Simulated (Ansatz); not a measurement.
# Ca wire cut from an fcc lattice along [110], 4 atoms a period: bands by functional and under strain, part 3 of 3

Wanted: the relaxed geometry and the bands of the Ca wire cut from an fcc lattice along [110], 4 atoms a period.

Ansatz 0.2.0; DFT PBE, plane waves, PAW; relaxation of a wire's period (the session's first sound run).

So far. Step 5 (Levels at the same atoms, level PBEsol, cutoff 420 eV): Bands cross the Fermi level, as under PBE at the relaxed period. Step 6 (Levels at the same atoms, level r2SCAN, cutoff 500 eV): Bands cross the Fermi level, as under PBE at the relaxed period.

### Step 7. At a strained period, period over the relaxed period 1.1

This step: DFT PBE, plane waves, PAW; relaxation at a fixed period (Ansatz 0.2.0).

The period is set to 1.1 times the relaxed one and the atoms relax within it: strain changes bond lengths and angles, which shifts the bands against each other. Against the first PBE run of this kind, the mesh along the wire has 15 points against 21.

The cell differs from the one that the last finished run ended in (c 3.885 → 4.273 Å).

input.yaml

```yaml
crystal:
  lattice:
    - [12.3, 0.0, 0.0]
    - [0.0, 10.689, 0.0]
    - [0.0, 0.0, 4.273379678]
  atoms:
    - { symbol: Ca, position: [0.277227084, 0.5, 0.0] }
    - { symbol: Ca, position: [0.722772916, 0.5, 0.0] }
    - { symbol: Ca, position: [0.5, 0.329611132, 0.5] }
    - { symbol: Ca, position: [0.5, 0.670388868, 0.5] }
kpoints:
  mp_grid: { grid: [1, 1, 15] }
  band_path: { path: ["Γ", Z], npoints: 50 }
scf:
  occupations: { method: fermi_dirac, width: 0.05 }
hamiltonian:
  xc: pbe
relax:
  max_steps: 40
  f_tol: 0.02
output:
  stress: true
```

Run with:

```bash
$ ansatz run input.yaml --threads 8 --pin off --max-ram 16384MiB --backend cpu --events-out ev --progress --plain --runs-dir out
```

Numbers of over 12 decimals in the logs are rounded to 6 here.

What it wrote:

```text
Warning: output.stress: scf.convergence.dr2_threshold = 1e-7 eV (the SCF's general default) is looser than the 4e-10 eV advised for a printed stress (1e-10 eV for each atom of the cell: 4). What an SCF threshold leaves in a stress goes as its square root, and in the free energy as the threshold itself, and one threshold admits the most on a small cell: [figures from the program's tests cut] Every solve of this run an [...]
[...]
Crystal: 4 atoms, lattice volume = 561.841 Å³
Basis set: ecut = 420 eV, 10985 PW (Γ), exchange–correlation on 180×144×60 points (8 copies of the dense FFT grid, shifted against one another)
Bands: 24, of which v1, the nominal top of the filled ones, is band 20 counted from 1 (19 counted from 0)
Symmetry: 8 space group operations
[...]
k-points: 8 of 15
[...]
SCF iter   1: F=—  HF=-7264.447290 eV  |F-HF|=—  |Δ(HF+E_count)|=         —  Δρ=1.57e-3  dr2=1.61e-1  ethr=1.77e-3  ⟨swp⟩=11.0  Hψ=1177  notcnv=0
[...]
SCF iter   6: F=-7264.436742 eV  HF=-7264.436742 eV  |F-HF|=4.06e-7  |Δ(HF+E_count)|=   2.29e-5  Δρ=1.60e-5  dr2=4.23e-6  ethr=2.50e-8  ⟨swp⟩=6.1  Hψ=641  notcnv=0
SCF 1 converged in 6 iterations: F = -7264.436742 eV  dr2 = 4.23e-6
[...]
relax step   1: F+E_penalty+E_count = -7264.43674217 eV  Δ(F+E_penalty+E_count) = +0.000e0 eV  max|allowed force component| = 1.441e-1 eV/Å  Δτ_max = 0.0000 Å  (6 SCF iters, dr2 threshold 1.00e-5 eV, accepted)
[...]
SCF iter   6: F=-7264.450195 eV  HF=-7264.450194 eV  |F-HF|=2.83e-7  |Δ(HF+E_count)|=   3.39e-6  Δρ=4.76e-6  dr2=3.48e-7  ethr=1.42e-9  ⟨swp⟩=6.2  Hψ=640  notcnv=0
SCF 2 converged in 6 iterations: F = -7264.450195 eV  dr2 = 3.48e-7
relax step   2: F+E_penalty+E_count = -7264.45019452 eV  Δ(F+E_penalty+E_count) = -1.345e-2 eV  max|allowed force component| = 1.020e-1 eV/Å  Δτ_max = 0.0383 Å  (6 SCF iters, dr2 threshold 1.30e-6 eV, accepted)
SCF iter   1: F=—  HF=-7264.471182 eV  |F-HF|=—  |Δ(HF+E_count)|=         —  Δρ=1.48e-3  dr2=6.87e-2  ethr=2.71e-3  ⟨swp⟩=6.6  Hψ=687  notcnv=0
[...]
SCF iter   7: F=-7264.462209 eV  HF=-7264.462208 eV  |F-HF|=9.78e-8  |Δ(HF+E_count)|=   9.89e-7  Δρ=2.65e-6  dr2=1.03e-7  ethr=1.63e-9  ⟨swp⟩=5.9  Hψ=621  notcnv=0
SCF 3 converged in 7 iterations: F = -7264.462209 eV  dr2 = 1.03e-7
relax step   3: F+E_penalty+E_count = -7264.46220857 eV  Δ(F+E_penalty+E_count) = -1.201e-2 eV  max|allowed force component| = 2.754e-2 eV/Å  Δτ_max = 0.1065 Å  (7 SCF iters, dr2 threshold 6.50e-7 eV, accepted)
SCF iter   1: F=—  HF=-7264.462785 eV  |F-HF|=—  |Δ(HF+E_count)|=         —  Δρ=2.25e-4  dr2=1.41e-3  ethr=4.86e-5  ⟨swp⟩=3.0  Hψ=431  notcnv=0
[...]
SCF iter   7: F=-7264.462744 eV  HF=-7264.462744 eV  |F-HF|=1.81e-8  |Δ(HF+E_count)|=   1.06e-7  Δρ=1.12e-6  dr2=2.68e-8  ethr=2.50e-10  ⟨swp⟩=5.8  Hψ=626  notcnv=0
SCF 4 converged in 7 iterations: F = -7264.462744 eV  dr2 = 2.68e-8
relax step   4: F+E_penalty+E_count = -7264.46274392 eV  Δ(F+E_penalty+E_count) = -5.354e-4 eV  max|allowed force component| = 9.480e-3 eV/Å  Δτ_max = 0.0137 Å  (7 SCF iters, accepted)
[...]
the band table was solved once a step of the walk had ended and its energy, with any forces and stress, was formed, with the checks that follow a solve (1232 applications of the Hamiltonian). They found nothing against the state; the energy, forces and stress were not computed again (output.eigenvalues in the input reference)
[...]
SCF converged after 7 iterations
Free energy (F): -7264.462744 eV
[...]
Internal energy: -7264.413256 eV  (E = F + TS)
E sigma→0 (E₀):  -7264.438000 eV
Entropy (-TS):   -0.049488 eV (-12.372 meV/atom)
Fermi energy:    -0.195956 eV
[...]
--- Forces (eV/Å), atoms counted from 1 ---
  atom   1  Ca     0.00223809     0.00000000     0.00000000
  atom   2  Ca    -0.00223809     0.00000000     0.00000000
  atom   3  Ca     0.00000000    -0.00947971     0.00000000
  atom   4  Ca     0.00000000     0.00947971     0.00000000
  max |Σ_I F_I| component: 0.00e0 eV/Å
--- Stress (GPa, compression-positive) ---
       -0.182473       0.000000       0.000000
        0.000000       0.082604       0.000000
        0.000000       0.000000      -0.855004
  P = ⅓ Tr σ = -0.3183 GPa (-3.183 kbar)
--- Band table (eV; the first three rows and the last of 8) ---
  k-point 0: bands = [... 16 lower, -3.3061, -1.9954, -1.5974, -0.8237, -0.1815, 0.2339, 0.4064, 0.4163]
  k-point 1: bands = [... 16 lower, -3.2656, -1.9555, -1.5581, -0.7848, -0.1634, 0.2426, 0.3970, 0.4120]
  k-point 2: bands = [... 16 lower, -3.1452, -1.8376, -1.4420, -0.6707, -0.1102, 0.2667, 0.3221, 0.4205]
  k-point 7: bands = [... 16 lower, -1.5749, -1.1386, -0.4386, -0.1288, -0.1238, 0.3071, 0.3385, 0.4801]
--- Relaxed structure (4 steps of the walk, 4 accepted, 0 SCFs on fresh bases) ---
  F+E_penalty+E_count = -7264.46274392 eV   max|allowed force component| = 9.480e-3 eV/Å
  atoms:
    - { symbol: Ca, position: [0.289957, 0.5, 0.0] }
    - { symbol: Ca, position: [0.710043, 0.5, 0.0] }
    - { symbol: Ca, position: [0.5, 0.331407, 0.5] }
    - { symbol: Ca, position: [0.5, 0.668593, 0.5] }
```

The job ended after 4.9 s (8 threads of Intel Xeon Platinum 8375C at 2.90GHz (Ice Lake), shared host; peak memory 1.1 GiB).

Step by step:

| step | energy less that of the first step (eV) | largest force component (eV/Å) |
| --- | --- | --- |
| 1 | 0.0000 | 0.1441 |
| 2 | -0.0135 | 0.1020 |
| 3 | -0.0255 | 0.0275 |
| 4 | -0.0260 | 0.0095 |

The run keeps the 8 symmetry operations that it works with, so distortions that break them were not tested.

The atoms that moved most (Å):

| atom | dx | dy | dz | length |
| --- | --- | --- | --- | --- |
| Ca1 | 0.157 | 0.000 | 0.000 | 0.157 |
| Ca2 | -0.157 | 0.000 | 0.000 | 0.157 |
| Ca3 | 0.000 | 0.019 | 0.000 | 0.019 |
| Ca4 | 0.000 | -0.019 | 0.000 | 0.019 |

Final coordinates:

```
Ca
1.0
    12.30000    0.00000    0.00000
     0.00000   10.68900    0.00000
     0.00000    0.00000    4.27338
Ca
4
Direct
  0.28996 0.50000 0.00000
  0.71004 0.50000 0.00000
  0.50000 0.33141 0.50000
  0.50000 0.66859 0.50000
```

Numbers from this step:

```
energy at zero smearing : -7264.4380 eV
```

The electronic bands at the labelled points (eV, zero at the Fermi level):

```
  point  band 17  band 18  band 19  band 20  band 21  band 22  band 23  band 24
      Γ    -3.11    -1.80    -1.40    -0.63     0.01     0.43     0.60     0.61
halfway    -2.56    -1.27    -0.88    -0.13     0.18     0.27     0.53     0.57
      Z    -1.22    -1.10    -0.14    -0.02     0.12     0.46     0.56     0.69
```

The electronic bands as a text plot (rows in eV):

```
    0.6 |********************************************************
    0.4 |*****************************   **********  ************
    0.3 |                      ************     *********
    0.1 |           ****************************         ********
    0.0 |***********                  ******             **** ***
   -0.2 |                        *****      ****    *****    ****
   -0.3 |                 *******               ****     ****
   -0.5 |        *********                  *****  ******
   -0.7 |********                        ***      *** ****
   -0.8 |                           *****      ***        **
   -1.0 |                       ****      *****             ***
   -1.1 |                *******       ***                     **
   -1.3 |      **********         *****                      ****
   -1.4 |******              *****                         **
   -1.6 |             *******                          ****
   -1.8 |*************                              ***
   -1.9 |                                         **
   -2.1 |                                      ***
   -2.2 |                                  ****
   -2.4 |                              ****
   -2.6 |                          ****
   -2.7 |                     *****
   -2.9 |               ******
   -3.0 |***************
         Γ                                                      Z
```

Bands cross the Fermi level, as under PBE at the relaxed period.

### Step 8. At a strained period, period over the relaxed period 1.06

The period is set to 1.06 times the relaxed one and the atoms relax within it: strain changes bond lengths and angles, which shifts the bands against each other. Against the first PBE run of this kind, the mesh along the wire has 15 points against 21.

The cell differs from the one that the last finished run ended in (c 4.273 → 4.118 Å).

input.yaml: that of step 7 with these lines changed.

```diff
@@ -4,3 +4,3 @@
     - [0.0, 10.689, 0.0]
-    - [0.0, 0.0, 4.273379678]
+    - [0.0, 0.0, 4.1179840533]
   atoms:
```

What it wrote:

```text
[...]
Crystal: 4 atoms, lattice volume = 541.411 Å³
Basis set: ecut = 420 eV, 10575 PW (Γ), exchange–correlation on 180×144×60 points (8 copies of the dense FFT grid, shifted against one another)
Bands: 24, of which v1, the nominal top of the filled ones, is band 20 counted from 1 (19 counted from 0)
Symmetry: 8 space group operations
[...]
k-point 7: bands = [... 16 lower, -1.4179, -0.9673, -0.3485, -0.0288, -0.0169, 0.4253, 0.4416, 0.5241]
--- Relaxed structure (3 steps of the walk, 3 accepted, 0 SCFs on fresh bases) ---
  F+E_penalty+E_count = -7264.55682868 eV   max|allowed force component| = 1.051e-2 eV/Å
  atoms:
    - { symbol: Ca, position: [0.283820, 0.500000, 0] }
    - { symbol: Ca, position: [0.716180, 0.500000, 0] }
    - { symbol: Ca, position: [0.5, 0.331911, 0.5] }
    - { symbol: Ca, position: [0.5, 0.668089, 0.5] }
[key lines of the parts left out:]
SCF converged after 7 iterations
Free energy (F): -7264.556829 eV
Fermi energy:    -0.118472 eV
P = ⅓ Tr σ = -0.2556 GPa (-2.556 kbar)
```

It took 4.1 s on 8 threads; peak memory 1 GiB; 28 s of CPU time.

Relaxation path:

```csv
step,energy less that of the first step (eV),largest force component (eV/Å)
1,0.0000,0.0937
2,-0.0057,0.0626
3,-0.0098,0.0105
```

Forces are held to the 8 operations that the run works with; a distortion that breaks them can't arise in this run.

The atoms that moved most (Å):

| atom | dx | dy | dz | length |
| --- | --- | --- | --- | --- |
| Ca1 | 0.081 | 0.000 | 0.000 | 0.081 |
| Ca2 | -0.081 | 0.000 | 0.000 | 0.081 |
| Ca3 | 0.000 | 0.025 | 0.000 | 0.025 |
| Ca4 | 0.000 | -0.025 | 0.000 | 0.025 |

Final coordinates:

```xyz
4
Lattice="12.3000 0.0000 0.0000 0.0000 10.6890 0.0000 0.0000 0.0000 4.1180" Properties=species:S:1:pos:R:3
Ca    3.4910    5.3445    0.0000
Ca    8.8090    5.3445    0.0000
Ca    6.1500    3.5478    2.0590
Ca    6.1500    7.1412    2.0590
```

Numbers from this step:

```
energy at zero smearing : -7264.5327 eV
```

Bands cross the Fermi level, as under PBE at the relaxed period.

### Step 9. A repeat with changed settings

This step: DFT LDA, plane waves, PAW; bands of a perfect wire at the PBE geometry; changed: magnetization = {"spin_polarized": true}, basis.ecutwfc = "600 eV" (Ansatz 0.2.0).

The atoms of the band run (LDA) are kept and the input is varied, to see whether the result depends on it.

input.yaml

```yaml
crystal:
  lattice:
    - [12.3, 0.0, 0.0]
    - [0.0, 10.689, 0.0]
    - [0.0, 0.0, 3.8848906164]
  atoms:
    - { symbol: Ca, position: [0.277227084, 0.5, 0.0], spin: 2.0 }
    - { symbol: Ca, position: [0.722772916, 0.5, 0.0], spin: 3.0 }
    - { symbol: Ca, position: [0.5, 0.329611132, 0.5], spin: 3.0 }
    - { symbol: Ca, position: [0.5, 0.670388868, 0.5], spin: 2.0 }
kpoints:
  mp_grid: { grid: [1, 1, 16] }
  band_path: { path: ["Γ", Z], npoints: 50 }
scf:
  occupations: { method: fermi_dirac, width: 0.05 }
hamiltonian:
  xc: lda
magnetization:
  spin_polarized: true
basis:
  ecutwfc: "600 eV"
```

What it wrote:

```text
[...]
Crystal: 4 atoms, lattice volume = 510.765 Å³
Basis set: ecut = 600 eV, 17057 PW (Γ)
Bands: 30, of which v1, the nominal top of the filled ones, is band 20 counted from 1 (19 counted from 0)
Symmetry: 2 space group operations
[...]
k-points: 9 of 16
[...]
Starting moments: Σ|m| = 10 μB on 4 of 4 sites
[...]
SCF iter   1: F=—  HF=-7084.573740 eV  |F-HF|=—  |Δ(HF+E_count)|=         —  Δρ=5.20e-2 (↑4.70e-2 ↓5.20e-2)  dr2=9.93e0  dr2_m=1.13e1  M=2.035 μB ∫|m|=2.035 μB  β_m=0.30  ethr=3.10e-3  ⟨swp⟩=15.1  Hψ=3842  notcnv=0
[...]
spin=Collinear: LDOS preconditioning applied to the charge; magnetization (m = ρ↑ − ρ↓) channel mixes plain (no charge-response kernel on spin).
SCF iter   2: F=—  HF=-7085.595423 eV  |F-HF|=—  |Δ(HF+E_count)|=    1.02e0  Δρ=3.73e-2 (↑3.46e-2 ↓3.73e-2)  dr2=4.69e0  dr2_m=5.96e0  M=1.526 μB ∫|m|=1.538 μB  β_m=0.30  ethr=3.10e-3  ⟨swp⟩=2.7  Hψ=952  notcnv=0  defer=20
[...]
SCF iter   7: F=—  HF=-7087.081760 eV  |F-HF|=—  |Δ(HF+E_count)|=   8.46e-2  Δρ=7.06e-3 (↑7.01e-3 ↓7.06e-3)  dr2=5.81e-4  dr2_m=2.32e-1  M=0.738 μB ∫|m|=0.753 μB  β_m=0.30  ethr=2.15e-5  ⟨swp⟩=2.6  Hψ=820  notcnv=0
[...]
spin-set hold released at iteration 7 (site moments contracting): the magnetisation degrees of freedom join the quasi-Newton model from the next iteration; the mixer history was flushed
SCF iter   8: F=—  HF=-7087.127903 eV  |F-HF|=—  |Δ(HF+E_count)|=   4.61e-2  Δρ=5.11e-3 (↑5.11e-3 ↓5.10e-3)  dr2=5.16e-4  dr2_m=1.22e-1  M=0.652 μB ∫|m|=0.668 μB  β_m=0.65  ethr=1.45e-6  ⟨swp⟩=2.3  Hψ=941  notcnv=0
[...]
SCF iter  19: F=-7087.190579 eV  HF=-7087.190579 eV  |F-HF|=3.46e-11  |Δ(HF+E_count)|=  9.40e-10  Δρ=6.88e-8 (↑6.71e-8 ↓6.88e-8)  dr2=9.41e-11  dr2_m=1.25e-11  M=-0.000 μB ∫|m|=0.000 μB  ethr=2.56e-12  ⟨swp⟩=2.8  Hψ=1001  notcnv=0
SCF 1 converged in 19 iterations: F = -7087.190579 eV  dr2 = 9.41e-11
[...]
WARN: the starting moments were not kept: the SCF closed with an absolute magnetisation of 3.1e-5 μB, where they sum to 10 μB in size (4 sites). That is at most 0.1 of that sum. Measured as dr2_m measures the in/out step, that magnetisation stands 9.9e-12 eV from none, at or under the dr2_threshold of 1.0e-7 eV: it is no larger than a step whose dr2_m would equal this threshold. The system may hold no moment; this SC [...]
[...]
SCF converged after 19 iterations
Magnetization: -0.0000 μB (20.0000 up, 20.0000 down)
Absolute magnetization: 0.0000 μB (∫|ρ↑−ρ↓|, with the PAW one-centre terms)
[...]
Per-site moments (μB) at R_I (Å): [(7.606203631676324e-8, 1.576072), (-8.825194402963506e-8, 1.576072), (-7.47812228052699e-7, 1.502561), (-1.6120116796590394e-6, 1.502561)]
Free energy (F): -7087.190579 eV
[...]
Internal energy: -7087.134251 eV  (E = F + TS)
E sigma→0 (E₀):  -7087.162415 eV
Entropy (-TS):   -0.056328 eV (-14.082 meV/atom)
Fermi energy:    -0.164027 eV
[...]
--- Band table (eV; the first three rows and the last of 18) ---
  k-point 0 ↑: bands = [... 16 lower, -3.3889, -2.1878, -1.7244, -1.0989, -0.2113, 0.1560, 0.3581, 0.3583, ... 6 higher]
  k-point 1 ↑: bands = [... 16 lower, -3.3444, -2.1432, -1.6803, -1.0536, -0.1929, 0.1622, 0.3661, 0.3727, ... 6 higher]
  k-point 2 ↑: bands = [... 16 lower, -3.2125, -2.0117, -1.5502, -0.9208, -0.1394, 0.1792, 0.3745, 0.4079, ... 6 higher]
  k-point 8 ↓: bands = [... 16 lower, -1.1473, -1.0296, -0.3027, -0.0980, -0.0205, 0.3979, 0.4208, 0.5057, ... 6 higher]
```

The job ended after 17 s (8 threads; peak memory 2.2 GiB).

This step gave:

```yaml
energy_at_zero_smearing: -7087.1624 eV
```

It took 17 s against 2.5 s for the run it varies.

No moment survives the cycle: this start ends non-magnetic.

### Step 10. Results

| Property | Result |
| --- | --- |
| cell length, PBE | 3.885 Å |
| conductance, PBE | 3.80 G₀ |
| gap, period scaled by 1.1 | none |
| gap, period scaled by 1.06 | none |

Under PBE the cell's length is 3.88 Å, and it is a metal with 4 channels a spin next to the Fermi level, 3.80 G₀ at 300 K. A perfect wire passes every open channel, so the conductance counts half a G₀ for each forward-moving state at the Fermi level, spin by spin; the value here is no such multiple, since a band edge lies within the thermal window. Transport is coherent and elastic here: the atoms are frozen, so scattering by vibrations plays no part.

[Logs are printed without paths, hosts, clocks, repeated set-up lines and the standing remarks that a program may print on its own settings, such as how far it seeks lower states.]

[Hosts, paths, dates, database ids (printed as entryN), source tags and the programs' standing remarks are cut or masked in the printed files.]
